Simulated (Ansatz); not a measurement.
**Debugging a many-body input for SiC (F-43m)**

Aim: the G0W0 gap of SiC (F-43m). The first input has a fault.

Program: Ansatz 0.2.0. Level of theory: G0W0 on PBE, plane waves, PAW; PAW set soft_1. Results are calculated unless marked as measured.

### Step 1. The structure

The structure is cubic, space group F-43m (No. 216). Conventional cell: a = 4.358 Å, b = 4.358 Å, c = 4.358 Å, α = 90.00°, β = 90.00°, γ = 90.00°. Nearest to Si lie 4 C at 1.89 Å. C has 4 Si at 1.89 Å nearest. Farther neighbours are not listed.

The cell and positions come from the Crystallography Open Database and are kept as given unless a step says otherwise.

### Step 2. First try

input.yaml

```yaml
crystal:
  lattice:
    - [0.0, 2.179, 2.179]
    - [2.179, 0.0, 2.179]
    - [2.179, 2.179, 0.0]
  atoms:
    - { symbol: Si, position: [0.0, 0.0, 0.0] }
    - { symbol: C, position: [0.25, 0.25, 0.25] }
kpoints:
  mp_grid: { grid: [6, 6, 6] }
hamiltonian:
  xc: pbe
  pseudopotentials: { kind: paw, azcp: { folder: soft_1 } }
scf:
  occupations: { method: fixed }
  max_iter: 2
gw:
  n_empty_bands: 21
  ecut_chi: 60
  qp_bands: [v2, c2]
  qp_kpoints: band_edges
  screening: { model: contour_deformation }
```

Run with:

```console
$ ansatz run input.yaml --threads 3 --pin off --max-ram 92160MiB --backend cuda --events-out ev --progress --plain --runs-dir out --devices 1 --max-vram 13GiB
```

Numbers of over 12 decimals in the logs are rounded to 6 here.

Output:

```text
GPUs: using 1 of 1 available (devices: 1).
Engine: ansatz 0.2.0, x86_64-unknown-linux-gnu
Pseudopotentials: kind: paw
Pseudopotential: Si, paw, valence charge 4, recommended cutoff 420 eV (normal), soft_1/Si.paw.azcp
Pseudopotential: C, paw, valence charge 4, recommended cutoff 420 eV (normal), soft_1/C.paw.azcp
Functional definition: PBE
  parameter kappa = 0.804
  parameter beta = 0.066725
  exchange = pbe_x(kappa = kappa, mu = beta*pi^2/3)
  correlation = pbe_c(beta = beta)
device memory: the entry about to start is reckoned to put 0.4 GiB on a device that reports 40.3 GiB free (of which the cap on the GPU budget leaves the run 13.0 GiB)
GPU FFT provider: cuFFT
GPU libraries: cuBLAS 13.8.2, cuFFT 12.4.0, cuSOLVER 12.3.4
Crystal: 2 atoms, lattice volume = 20.692 Å³
Basis set: ecut = 420 eV, 411 PW (Γ)
Bands: 8, of which v1, the nominal top of the filled ones, is band 4 counted from 1 (3 counted from 0)
Symmetry: 24 space group operations
Space group: F-43m (ITA 216), of the structure as read, at distance tolerance 2.7e-5 Å
k-points: 16 of 216 (time reversal used)
Non-local potential: Si, projectors of the file, l = 0: 2, l = 1: 2, l = 2: 1
Non-local potential: C, projectors of the file, l = 0: 2, l = 1: 2, l = 2: 1
PAW form: soft (Blöchl's): semilocal exchange-correlation on the pseudo side does not see the compensation charge
PAW one-centre angular grid: Si, 110 points (default); XC on 64 Gauss nodes
PAW one-centre angular grid: C, 110 points (default); XC on 64 Gauss nodes
Initial density: superposition of atomic densities (chi_scale 0.1, normalization cell, long waves kept (reshape's long-wave potential 0.00 eV rms))
Initial wavefunctions: pseudopotential atomic-orbital guess
GPU buffer pool allocated for 13824 grid points (all kernels)
GPU transforms: local potential and band sums: pruned to the plane-wave sphere, on 24×24×24
Functional: x = pbe(κ = 0.804, μ = 0.219515), c = pbe(β = 0.066725)
SCF iter   1: F=—  HF=-888.653503 eV  |F-HF|=—  |Δ(HF+E_count)|=         —  Δρ=1.38e-1  dr2=4.86e0  ethr=3.10e-3  ⟨swp⟩=4.9  Hψ=1764  notcnv=0
preconditioner: auto → none  [insulator: Δε(μ)=3.270 eV  Ē_g=14.741 eV  n_scr=0 (ndim 8)  ℏωp=23.1 eV  f_vac=0.000  ε∞_Penn≈3.5]
SCF iter   2: F=—  HF=-887.226912 eV  |F-HF|=—  |Δ(HF+E_count)|=    1.43e0  Δρ=4.96e-2  dr2=3.15e-1  ethr=3.10e-3  ⟨swp⟩=5.9  Hψ=1256  notcnv=0
Error: did not converge after 2 iterations: dr2 = 3.15e-1 (threshold 1.00e-7), under the density mixer `msr1`, which `scf.mixing.algorithm: auto` chose by the deck's other keys (type `scf.mixing.algorithm: msr1` to keep it); at k-index 12, counted from 0 in this SCF's own list of k-points, the highest band that the last eigensolve's fill by count filled, 6.351711 eV, and the lowest that it left empty, 10.743244 eV, l [...]
```

The job ended after 3.4 s (1 × NVIDIA H100 80GB HBM3 (shared by 6 runs) with 3 threads of AMD EPYC 7R13 (Zen 3), shared host; peak memory 0.82 GiB).

**Diagnosis.**

No converged result was reached; the numbers in the log don't describe the system.

The program's message: “Error: did not converge after 2 iterations: dr2 = 3.15e-1 (threshold 1.00e-7), under the density mixer `msr1`, which `scf.mixing.algorithm: auto` chose by the deck's other keys (type `scf.mixing.algor …”

The fault: too few SCF iterations. The ground state must converge before anything is built on it.

### Step 3. A better input

Now the one-shot GW correction: screening in the RPA, then the self-energy of the levels asked for. This step takes PAW set soft_1 files.

input.yaml, the sections that differ from step 2:

```yaml
kpoints:
  mp_grid: { grid: [8, 8, 8] }
scf:
  occupations: { method: fixed }
gw:
  n_empty_bands: 86
  ecut_chi: 150.0
  qp_bands: [v2, c2]
  qp_kpoints: band_edges
  screening: { model: contour_deformation }
# crystal, hamiltonian: as in step 2
```

Output:

```text
GPUs: using 1 of 1 available (devices: 1).
[...]
GPU FFT provider: cuFFT
GPU libraries: cuBLAS 13.8.2, cuFFT 12.4.0, cuSOLVER 12.3.4
Crystal: 2 atoms, lattice volume = 20.692 Å³
Basis set: ecut = 420 eV, 411 PW (Γ)
Bands: 8, of which v1, the nominal top of the filled ones, is band 4 counted from 1 (3 counted from 0)
Symmetry: 24 space group operations
[...]
k-points: 29 of 512 (time reversal used)
[...]
GPU buffer pool allocated for 13824 grid points (all kernels)
[...]
SCF iter   1: F=—  HF=-888.656446 eV  |F-HF|=—  |Δ(HF+E_count)|=         —  Δρ=1.38e-1  dr2=4.85e0  ethr=3.10e-3  ⟨swp⟩=4.3  Hψ=1608  notcnv=0  defer=21
[...]
SCF iter   7: F=-887.158602 eV  HF=-887.158602 eV  |F-HF|=4.38e-11  |Δ(HF+E_count)|=   4.35e-8  Δρ=5.36e-6  dr2=2.88e-9  ethr=1.25e-9  ⟨swp⟩=2.8  Hψ=804  notcnv=0
SCF 1 converged in 7 iterations: F = -887.158602 eV  dr2 = 2.88e-9
[...]
0     3      9.4826   -18.3062     1.9576   -15.7342  0.7899     8.8656     8.8682  root
     0     4      9.4826   -18.3062     1.9576   -15.7342  0.7899     8.8656     8.8682  root
     0     5     15.6875    -9.6823    -5.2536   -15.4344  0.7825    16.1886    16.1860  root
     0     6     16.7877    -8.1545    -5.1804   -13.9310  0.7974    17.3872    17.3839  root
     1     3      9.2813   -18.3197     2.0069   -15.6832  0.7892     8.6489     8.6517  root
     1     4      9.2813   -18.3197     2.0069   -15.6832  0.7892     8.6489     8.6517  root
     1     5     15.9374    -9.0408    -5.1821   -14.7359  0.7895    16.4532    16.4505  root
     1     6     17.1382    -8.0664    -5.3103   -13.9865  0.7934    17.7516    17.7480  root
[...]
28     3      4.4919   -17.9827     3.5196   -13.5826  0.7485     3.6033     3.6115  root
    28     4      4.7926   -17.4454     3.1547   -13.4423  0.7570     3.9359     3.9443  root
    28     5     14.6899    -7.5873    -4.7674   -12.7983  0.7954    15.1352    15.1335  root
    28     6     18.9131    -6.7728    -6.1362   -13.4159  0.7712    19.4223    19.4201  root
[key lines of the parts left out:]
SCF converged after 7 iterations
Free energy (F): -887.158602 eV
Fermi energy:    9.482569 eV
```

The job ended after 26 s (1 × NVIDIA H100 80GB HBM3 (shared by 6 runs) with 3 threads; peak memory 1 GiB; 34 s of CPU time).

This step gave:

```yaml
bands_summed: 90
rpa_eps_infinity_on_this_mesh_eigenvalues: 6.724, 6.724, 6.724
plane_waves_in_the_screening_matrix: 65
q_points_in_the_mesh: 512
g0w0_gap_on_the_mesh: 2.187 eV
k_of_the_valence_top: 0, 0, 0
k_of_the_conduction_bottom: 0, -0.5, -0.5
starting_gap_on_the_mesh: 1.359 eV
z_at_the_valence_top: 0.7899
z_at_the_conduction_bottom: 0.8187
least_direct_g0w0_gap_on_the_computed_points: 5.593 eV
```

The gap on the mesh goes from 1.36 eV to 2.19 eV, a correction of +0.83 eV. Between the two edge states, bare exchange in place of the xc potential would open the gap by 6.72 eV, and correlation takes back 5.90 eV.

### Step 4. Outcome

```json
{
  "first try": "not converged after 3.4 s",
  "better run": "G0W0 gap on the mesh 2.19 eV (8×8×8 mesh, 86 empty bands, screening to 150 eV, PAW set soft_1 files)"
}
```

**Reading.** The second run differs in: mesh, empty bands, screening cutoff (eV) and iteration cap. Bands and cutoff are finite, so the gap is not at the basis limit. The miss can reach some tenths of an eV and take either sign; the mesh is an error of its own.

[Paths, hosts, dates, memory and timing lines, banners, echoed tables and standing remarks are left out of the program output.]

[Logs are printed without paths, hosts, clocks, repeated set-up lines and the standing remarks that a program may print on its own settings, such as how far it seeks lower states.]

[Runs of the session that timed out or met a known fault of the program may be left out.]

[Cells called generated may have been cut or substituted from an entry of the Crystallography Open Database or the Materials Project.]

[Hosts, paths, dates, database ids (printed as entryN), source tags and the programs' standing remarks are cut or masked in the printed files.]
